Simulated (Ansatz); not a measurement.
# What Y2SOF2 (built on the sites of a database entry of YSF) distorts into, part 2 of 2

Aim: this structure of Y2SOF2 (built on the sites of a database entry of YSF) is to be tested for unstable modes, and one is followed downhill.

Ansatz 0.2.0; DFT PBEsol, scalar-relativistic, plane waves, PAW.

So far. Step 4 (The mode frozen in, largest atomic shift 0.14 Å): The run ends at a pressure of 0.83 GPa, with forces up to 0.17 eV/Å. Step 5 (Energy along the mode, all amplitudes (two of the runs …): The lowest of the steps tried is at 0.14 Å, 2.08 meV/atom below the parent; the bottom of the well need not coincide with a step.

The structure was built from a prototype and need not be the compound's stable phase.

## 6. Relaxation from the frozen mode

Starting from the lowest point found, all atoms and the cell are let go, so that strain and other modes of the same symmetry can join in.

input.yaml

```yaml
crystal:
  lattice:
    - [-3.4651963628, -3.4651963628, 0.0]
    - [-3.4651963628, 3.4651963628, 0.0]
    - [0.0, 0.0, -7.1008233715]
  atoms:
    - { symbol: "Y", position: [0.75, 0.2491169241, 0.7977256662] }
    - { symbol: "Y", position: [0.25, 0.7508830759, 0.7977256662] }
    - { symbol: "Y", position: [0.25, 0.2635569742, 0.2512112208] }
    - { symbol: "Y", position: [0.75, 0.7364430258, 0.2512112208] }
    - { symbol: O, position: [0.25, 0.721431648, 0.3049025402] }
    - { symbol: O, position: [0.75, 0.278568352, 0.3049025402] }
    - { symbol: S, position: [0.25, 0.2482261178, 0.6368786332] }
    - { symbol: S, position: [0.75, 0.7517738822, 0.6368786332] }
    - { symbol: F, position: [0.5, 0.5, 0.0005671032] }
    - { symbol: F, position: [1.0, 1.0, 0.0087148364] }
    - { symbol: F, position: [0.0, 0.5, 0.0005671032] }
    - { symbol: F, position: [0.5, 0.0, 0.0087148364] }
kpoints:
  mp_grid: { grid: [6, 6, 4] }
hamiltonian:
  xc: pbesol
scf:
  occupations: { method: fixed }
output:
  forces: true
  stress: true
  eigenvalues: true
  write_density: true
  write_potential: true
  elf: true
  volumetric_format: npy
relax:
  adjacent_minimum: "off"
  f_tol: 0.002
  max_steps: 120
  cell: { stress_tol: 0.03 }
```

The run is started by

```sh
$ ansatz run input.yaml --threads 8 --pin off --max-ram 14336MiB --backend cpu --events-out ev --progress --plain --runs-dir out
```

Numbers of over 12 decimals in the logs are rounded to 6 here.

The log of the run:

```text
[...]
Crystal: 12 atoms, lattice volume = 170.527 Å³
Basis set: ecut = 420 eV, 3331 PW (Γ), exchange–correlation on 72×72×96 points (8 copies of the dense FFT grid, shifted against one another)
Bands: 60, of which v1, the nominal top of the filled ones, is band 48 counted from 1 (47 counted from 0)
Symmetry: 4 space group operations
[...]
k-points: 48 of 144 (time reversal used)
[...]
SCF iter   1: F=—  HF=-21296.729883 eV  |F-HF|=—  |Δ(HF+E_count)|=         —  Δρ=1.56e-2  dr2=3.35e-1  ethr=1.77e-3  ⟨swp⟩=4.3  Hψ=9807  notcnv=0  defer=456
[...]
SCF iter   8: F=-21296.653582 eV  HF=-21296.653582 eV  |F-HF|=4.22e-8  |Δ(HF+E_count)|=   1.01e-7  Δρ=7.35e-6  dr2=5.27e-8  ethr=1.04e-10  ⟨swp⟩=16.9  Hψ=21255  notcnv=0
SCF 1 converged in 8 iterations: F = -21296.653582 eV  dr2 = 5.27e-8
[...]
relax step   1: F+E_penalty+E_count = -21296.65358220 eV  Δ(F+E_penalty+E_count) = +0.000e0 eV  max|allowed force component| = 1.166e-1 eV/Å  Δτ_max = 0.0000 Å  P = +0.828 GPa  Ω = 170.527 Å³  (8 SCF iters, dr2 threshold 1.00e-7 eV, accepted)
Crystal: 12 atoms, lattice volume = 172.871 Å³
Basis set: ecut = 420 eV, 3379 PW (Γ), exchange–correlation on 72×72×96 points (8 copies of the dense FFT grid, shifted against one another)
[...]
iter 1 solved again at ethr=5.40e-5 eV; its pass at ethr=3.10e-3 eV (dr2=5.19e-2 eV) is discarded
[...]
SCF iter   7: F=-21296.640940 eV  HF=-21296.640940 eV  |F-HF|=3.03e-7  |Δ(HF+E_count)|=   3.90e-7  Δρ=1.60e-5  dr2=4.19e-7  ethr=1.25e-9  ⟨swp⟩=8.0  Hψ=19006  notcnv=0
SCF 2 converged in 7 iterations: F = -21296.640940 eV  dr2 = 4.19e-7
relax step   2: F+E_penalty+E_count = -21296.64093986 eV  Δ(F+E_penalty+E_count) = +1.264e-2 eV  max|allowed force component| = 2.692e-1 eV/Å  Δτ_max = 0.0421 Å  P = -0.667 GPa  Ω = 172.871 Å³  energy of the carried Pulay correction = -6.486e-3 eV  (7 SCF iters, dr2 threshold 1.20e-6 eV, rejected (line search))
Crystal: 12 atoms, lattice volume = 171.600 Å³
Basis set: ecut = 420 eV, 3355 PW (Γ), exchange–correlation on 72×72×96 points (8 copies of the dense FFT grid, shifted against one another)
[...]
SCF iter  11: F=-21296.663778 eV  HF=-21296.663778 eV  |F-HF|=3.64e-12  |Δ(HF+E_count)|=  1.46e-11  Δρ=5.10e-8  dr2=3.96e-12  ethr=1.00e-12  ⟨swp⟩=13.7  Hψ=17310  notcnv=0
SCF 3 converged in 11 iterations: F = -21296.663778 eV  dr2 = 3.96e-12
relax step   3: F+E_penalty+E_count = -21296.66377842 eV  Δ(F+E_penalty+E_count) = -1.020e-2 eV  max|allowed force component| = 6.463e-2 eV/Å  Δτ_max = 0.0181 Å  P = +0.217 GPa  Ω = 171.600 Å³  energy of the carried Pulay correction = -2.979e-3 eV  (11 SCF iters, accepted)
[... from here on, the SCF cycles and remarks between the steps are left out ...]
relax step   4: F+E_penalty+E_count = -21296.67383327 eV  Δ(F+E_penalty+E_count) = -1.005e-2 eV  max|allowed force component| = 8.470e-2 eV/Å  Δτ_max = 0.0390 Å  P = -0.112 GPa  Ω = 172.984 Å³  energy of the carried Pulay correction = -6.797e-3 eV  (7 SCF iters, dr2 threshold 1.03e-6 eV, accepted)
relax step   5: F+E_penalty+E_count = -21296.67753960 eV  Δ(F+E_penalty+E_count) = -3.706e-3 eV  max|allowed force component| = 4.314e-2 eV/Å  Δτ_max = 0.0386 Å  P = -0.113 GPa  Ω = 173.553 Å³  energy of the carried Pulay correction = -8.357e-3 eV  (7 SCF iters, dr2 threshold 4.48e-7 eV, accepted)
relax step   6: F+E_penalty+E_count = -21296.67803267 eV  Δ(F+E_penalty+E_count) = -4.931e-4 eV  max|allowed force component| = 2.374e-2 eV/Å  Δτ_max = 0.0064 Å  P = -0.018 GPa  Ω = 173.461 Å³  energy of the carried Pulay correction = -8.105e-3 eV  (6 SCF iters, dr2 threshold 1.52e-7 eV, accepted)
relax step   7: F+E_penalty+E_count = -21296.67841633 eV  Δ(F+E_penalty+E_count) = -3.837e-4 eV  max|allowed force component| = 1.771e-3 eV/Å  Δτ_max = 0.0039 Å  P = +0.004 GPa  Ω = 173.417 Å³  energy of the carried Pulay correction = -7.986e-3 eV  (6 SCF iters, dr2 threshold 3.52e-8 eV, accepted)
relax step   8: F+E_penalty+E_count = -21296.68969211 eV  Δ(F+E_penalty+E_count) = -1.128e-2 eV  max|allowed force component| = 2.032e-3 eV/Å  Δτ_max = 0.0000 Å  P = +0.123 GPa  Ω = 173.417 Å³  stress off target by 2.67e-1 GPa  SCF on the basis re-selected at this cell (its energy is not comparable with the rows above)  (7 SCF iters)
relax step   9: F+E_penalty+E_count = -21296.68923724 eV  Δ(F+E_penalty+E_count) = +4.549e-4 eV  max|allowed force component| = 2.899e-3 eV/Å  Δτ_max = 0.0056 Å  P = +0.003 GPa  Ω = 173.708 Å³  energy of the carried Pulay correction = -8.317e-4 eV  (6 SCF iters, dr2 threshold 1.78e-7 eV, accepted)
relax step  10: F+E_penalty+E_count = -21296.68917040 eV  Δ(F+E_penalty+E_count) = +6.684e-5 eV  max|allowed force component| = 2.552e-4 eV/Å  Δτ_max = 0.0009 Å  P = -0.000 GPa  Ω = 173.733 Å³  energy of the carried Pulay correction = -9.046e-4 eV  (7 SCF iters, dr2 threshold 5.25e-10 eV, accepted)
[...]
SCF iter   6: F=-21296.690080 eV  HF=-21296.690080 eV  |F-HF|=3.64e-12  |Δ(HF+E_count)|=  2.91e-11  Δρ=9.19e-8  dr2=6.72e-12  ethr=1.00e-12  ⟨swp⟩=14.9  Hψ=16531  notcnv=0
SCF 11 converged in 6 iterations: F = -21296.690080 eV  dr2 = 6.72e-12
relax step  11: F+E_penalty+E_count = -21296.69007988 eV  Δ(F+E_penalty+E_count) = -9.095e-4 eV  max|allowed force component| = 2.697e-4 eV/Å  Δτ_max = 0.0000 Å  P = +0.004 GPa  Ω = 173.733 Å³  stress off target by 1.74e-2 GPa  SCF on the basis re-selected at this cell (its energy is not comparable with the rows above)  (6 SCF iters)
[...]
SCF converged after 6 iterations
Free energy (F): -21296.690080 eV
[...]
Internal energy: -21296.690080 eV  (E = F + TS)
E sigma→0 (E₀):  -21296.690080 eV
Fermi energy:    9.082289 eV
[...]
--- Forces (eV/Å), atoms counted from 1 ---
  atom   1  Y      0.00002342    -0.00002342     0.00012454
  atom   2  Y     -0.00002342     0.00002342     0.00012454
  atom   3  Y     -0.00006577     0.00006577     0.00014216
  atom   4  Y      0.00006577    -0.00006577     0.00014216
  atom   5  O      0.00013201    -0.00013201    -0.00026949
  atom   6  O     -0.00013201     0.00013201    -0.00026949
  atom   7  S     -0.00014939     0.00014939    -0.00020998
  atom   8  S      0.00014939    -0.00014939    -0.00020998
  atom   9  F     -0.00000000    -0.00000000     0.00025218
  atom  10  F     -0.00000000    -0.00000000    -0.00003792
  atom  11  F      0.00000000     0.00000000     0.00025218
  atom  12  F      0.00000000     0.00000000    -0.00003792
  max |Σ_I F_I| component: 2.98e-6 eV/Å
--- Stress (GPa, compression-positive) ---
        0.009529      -0.007914       0.000000
       -0.007914       0.009529      -0.000000
        0.000000       0.000000      -0.007790
  P = ⅓ Tr σ = 0.0038 GPa (0.038 kbar)
--- Band table (eV; the first three rows and the last of 48) ---
  k-point 0: bands = [... 44 lower, 8.5309, 8.9702, 9.0567, 9.0739, 11.2919, 12.8743, 13.3242, 13.8101, ... 8 higher]
  k-point 1: bands = [... 44 lower, 8.5553, 8.8862, 8.9265, 9.0368, 11.3913, 12.7207, 13.3481, 13.9126, ... 8 higher]
  k-point 2: bands = [... 44 lower, 8.5692, 8.6995, 8.8761, 9.0186, 11.5173, 12.5419, 13.3640, 14.0254, ... 8 higher]
  k-point 47: bands = [... 44 lower, 8.2462, 8.2462, 8.8175, 8.8175, 12.8313, 12.8313, 13.8688, 13.8688, ... 8 higher]
--- Relaxed structure (9 steps of the walk, 8 accepted, 2 SCFs on fresh bases) ---
  F+E_penalty+E_count = -21296.69007988 eV   max|allowed force component| = 2.697e-4 eV/Å   (the final SCF, on the basis selected at the relaxed cell)
  cell:  # Å, volume = 173.7333 Å³
    - [-3.466043, -3.466043, 0]
    - [-3.553025, 3.553025, 0]
    - [0, 0, -7.053765]
  atoms:
    - { symbol: Y, position: [0.75, 0.247258, 0.797686] }
    - { symbol: Y, position: [0.250000, 0.752742, 0.797686] }
    - { symbol: Y, position: [0.250000, 0.276805, 0.251197] }
    - { symbol: Y, position: [0.750000, 0.723195, 0.251197] }
    - { symbol: O, position: [0.250000, 0.702515, 0.305530] }
    - { symbol: O, position: [0.75, 0.297485, 0.305530] }
    - { symbol: S, position: [0.250000, 0.246355, 0.638322] }
    - { symbol: S, position: [0.750000, 0.753645, 0.638322] }
    - { symbol: F, position: [0.500000, 0.5, -0.00382116] }
    - { symbol: F, position: [1.000000, 1.0, 0.011087] }
    - { symbol: F, position: [0, 0.5, -0.00382116] }
    - { symbol: F, position: [0.5, 0, 0.011087] }
```

Wall time 76 s (8 threads of Arm Neoverse V2, shared host); peak memory 0.92 GiB; 9.7 min of CPU time.

Relaxation path:

```
step  energy less that of the first step (eV)  largest force component (eV/Å)  pressure (GPa)  volume (Å³)
   1                                   0.0000                          0.1166            0.83       170.53
   2                                   0.0126                          0.2692           -0.67       172.87
   3                                  -0.0102                          0.0646            0.22       171.60
   4                                  -0.0203                          0.0847           -0.11       172.98
   5                                  -0.0240                          0.0431           -0.11       173.55
   6                                  -0.0245                          0.0237           -0.02       173.46
   7                                  -0.0248                          0.0018            0.00       173.42
  8*                                  -0.0361                          0.0020            0.12       173.42
   9                                  -0.0357                          0.0029            0.00       173.71
  10                                  -0.0356                          0.0003            0.00       173.73
 11*                                  -0.0365                          0.0003            0.00       173.73
```

Relaxation steps marked * repeat the geometry before them on a plane-wave basis chosen anew for their cell, so energy and pressure can jump there. Relaxation step 2 was tried and not accepted.

Forces are held to the 4 operations that the run works with; a distortion that breaks them can't arise in this run.

```
conventional cell, symmetrised  before  after  change
                         a (Å)   4.901  4.902  +0.0 %
                         b (Å)   4.901  5.025  +2.5 %
                         c (Å)   7.101  7.054  -0.7 %
              volume (Å³/atom)   14.21  14.48  +1.9 %
```

The atoms that moved most (Å, as changes of fractional coordinates times the final cell):

```
atom      dx      dy      dz  length
  O5   0.067  -0.067  -0.004   0.095
  O6  -0.067   0.067  -0.004   0.095
  Y4   0.047  -0.047   0.000   0.067
  Y3  -0.047   0.047   0.000   0.067
 F11   0.000   0.000   0.031   0.031
  F9   0.000   0.000   0.031   0.031
 F12   0.000   0.000  -0.017   0.017
 F10   0.000   0.000  -0.017   0.017
```

The relaxed structure:

```cif
data_structure
_symmetry_space_group_name_H-M 'P 1'
_symmetry_Int_Tables_number 1
_cell_length_a 4.9017
_cell_length_b 5.0247
_cell_length_c 7.0538
_cell_angle_alpha 90.000
_cell_angle_beta 90.000
_cell_angle_gamma 90.000
_cell_volume 173.73
loop_
_atom_site_label
_atom_site_type_symbol
_atom_site_fract_x
_atom_site_fract_y
_atom_site_fract_z
_atom_site_occupancy
Y1 Y 0.75000 0.24726 0.79769 1
Y2 Y 0.25000 0.75274 0.79769 1
Y3 Y 0.25000 0.27680 0.25120 1
Y4 Y 0.75000 0.72320 0.25120 1
O5 O 0.25000 0.70252 0.30553 1
O6 O 0.75000 0.29748 0.30553 1
S7 S 0.25000 0.24636 0.63832 1
S8 S 0.75000 0.75364 0.63832 1
F9 F 0.50000 0.50000 0.99618 1
F10 F 0.00000 0.00000 0.01109 1
F11 F 0.00000 0.50000 0.99618 1
F12 F 0.50000 0.00000 0.01109 1
```

This step gave:

| Quantity | Value |
| --- | --- |
| pressure | 0.003756 GPa |
| gap on the k-mesh | 2.210 eV |
| volume per atom | 14.48 Å³ |

Electrostatic potential energy in the ac plane at fractional y = 0.277, with atoms of Y and O and S within 0.2 Å of it. With pseudopotentials it is smooth inside the atoms' cores, unlike the true potential.

Values in eV, 20 rows by 14 columns, each cell a mean:
```
 12  13  13  13  13  13  13  11   9   5   2   3   6  10
 10  12  13  14  14  13  12   8   2 -12 -21 -18  -6   5
  8  12  13  13  13  13  10   5 -11 -34 -43 -40 -25  -2
  7  11  11  11  11  11   9   2 -20 -44 -48 -47 -35  -8
  7   9   5   0   1   7   9   3 -17 -42 -48 -46 -33  -7
  8   2 -16 -26 -24  -7   6   6  -4 -24 -35 -31 -16   2
  8  -6 -25 -22 -25 -19   3   9   5  -2  -8  -6   1   7
 10  -5 -25 -23 -25 -19   4  11  10   8   6   7   9  11
 12   4 -14 -23 -21  -5   9  13  13  12  12  12  13  13
 13  11   5   0   2   8  12  14  15  15  15  15  15  14
 14  12  10   8   9  10  13  14  15  15  15  15  15  15
 12   8   4   1   2   6  10  13  15  12   6   9  14  14
  9   0 -14 -23 -21  -7   5  11  12  -8 -24 -19   3  13
  6 -13 -35 -45 -43 -26  -3   9   8 -22 -40 -34  -8  11
  3 -22 -44 -48 -48 -36  -9   7  10 -15 -30 -26  -2  11
  4 -18 -41 -48 -47 -32  -6   8  12  10   1   4  12  11
  7  -5 -23 -34 -31 -15   2  10  13  15  14  15  14  12
 10   5  -2  -7  -5   2   8  11  14  14  15  15  14  13
 12  10   8   7   7   9  11  12  13  13  13  13  13  13
 13  12  12  11  11  12  13  12  12  11  10  10  11  12
```
Columns run along a (4.9 Å; values clipped at the 3rd and 97th percentile), rows up along c (7.1 Å). Atoms in or near the plane, at fractional coordinates: Y at (0.75, 0.80), Y at (0.25, 0.25), O at (0.75, 0.31), S at (0.25, 0.64).

ELF in the ac plane at fractional y = 0.277, with atoms of Y and O and S within 0.2 Å of it. It is the smooth field of the valence electrons, not physical close to the nuclei.

Ten even steps from '0' (0.02) to '9' (0.90), each cell a mean:
```
00000000001100
00000000168740
00122101599983
13566522796795
27888852797894
59877983489972
79613895136521
89724896100002
79988985100002
48999962001100
13555420146530
00122101588873
02688512798885
16989832785686
28857952787885
17978941588873
04899720145530
00355200001100
00000000000000
10000001000000
```
Columns run along a (4.9 Å), rows up along c (7.1 Å). Atoms in or near the plane, at fractional coordinates: Y at (0.75, 0.80), Y at (0.25, 0.25), O at (0.75, 0.31), S at (0.25, 0.64).

Valence density in the ac plane at fractional y = 0.277, with atoms of Y and O and S within 0.2 Å of it. It is the smooth field of the valence electrons, not physical close to the nuclei.

Ten even steps from '_' (0.0 e/Å³) to '@' (6.4 e/Å³), each cell a mean:
```
____________________________
__________________......____
________________..--====::__
________________..==++++--..
________________..==++++--__
__..........______::----..__
__....__....________________
__....__....________________
____........________________
______....__________________
____________________________
____________________....____
____..::::________::++==..__
__..--++==::____..++@@%%::__
__::==++++--..____--##**::__
__..==++++--______......____
____::----..________________
____________________________
____________________________
____________________________
```
Columns run along a (4.9 Å), rows up along c (7.1 Å). Atoms in or near the plane, at fractional coordinates: Y at (0.75, 0.80), Y at (0.25, 0.25), O at (0.75, 0.31), S at (0.25, 0.64).

The distorted start has space group Pma2; the relaxation ends in Pma2.

## 7. Outcome

```json
{
 "unstable mode of the parent": "q = (-0.5, -0.5, 0), 118i cm⁻¹",
 "depth at the lowest point sampled": "2.08 meV/atom",
 "largest atomic shift at that point": "0.14 Å",
 "space group reached (within 0.01 Å)": "Pma2",
 "energy gained over the parent (first relaxation, on the mesh of the frozen mode)": "5.12 meV/atom",
 "volume per atom, phase reached": "14.5 Å³",
 "gap on the k-mesh, phase reached": "2.21 eV"
}
```

**Reading.** Along this mode the structure falls into Pma2, 5.12 meV/atom below the parent. At the parent's cell the well is 2.083 meV/atom deep on the steps tried, with its lowest point at a shift of 0.14 Å. Relaxing atoms and cell changes the gain by +3.04 meV/atom against the lowest step (energies at zero smearing). The modes of the phase reached were not computed on this path. Of the 6 patterns followed to their end from this parent, this one ends 106 meV/atom above the lowest, Amm2. Each path keeps the symmetry of its pattern, so a lower phase may lie along a pattern not tried. The q mesh is too sparse to interpolate, so only the solved wavevectors are given. The program warns that the interpolation holds no quadrupole term, so branches close to Γ can be off in this crystal. The starting cell was built on a prototype and not taken from a measurement, so the phase need not exist.

[Logs are printed without paths, hosts, clocks, repeated set-up lines and the standing remarks that a program may print on its own settings, such as how far it seeks lower states.]

[Hosts, paths, dates, database ids (printed as entryN), source tags and the programs' standing remarks are cut or masked in the printed files.]
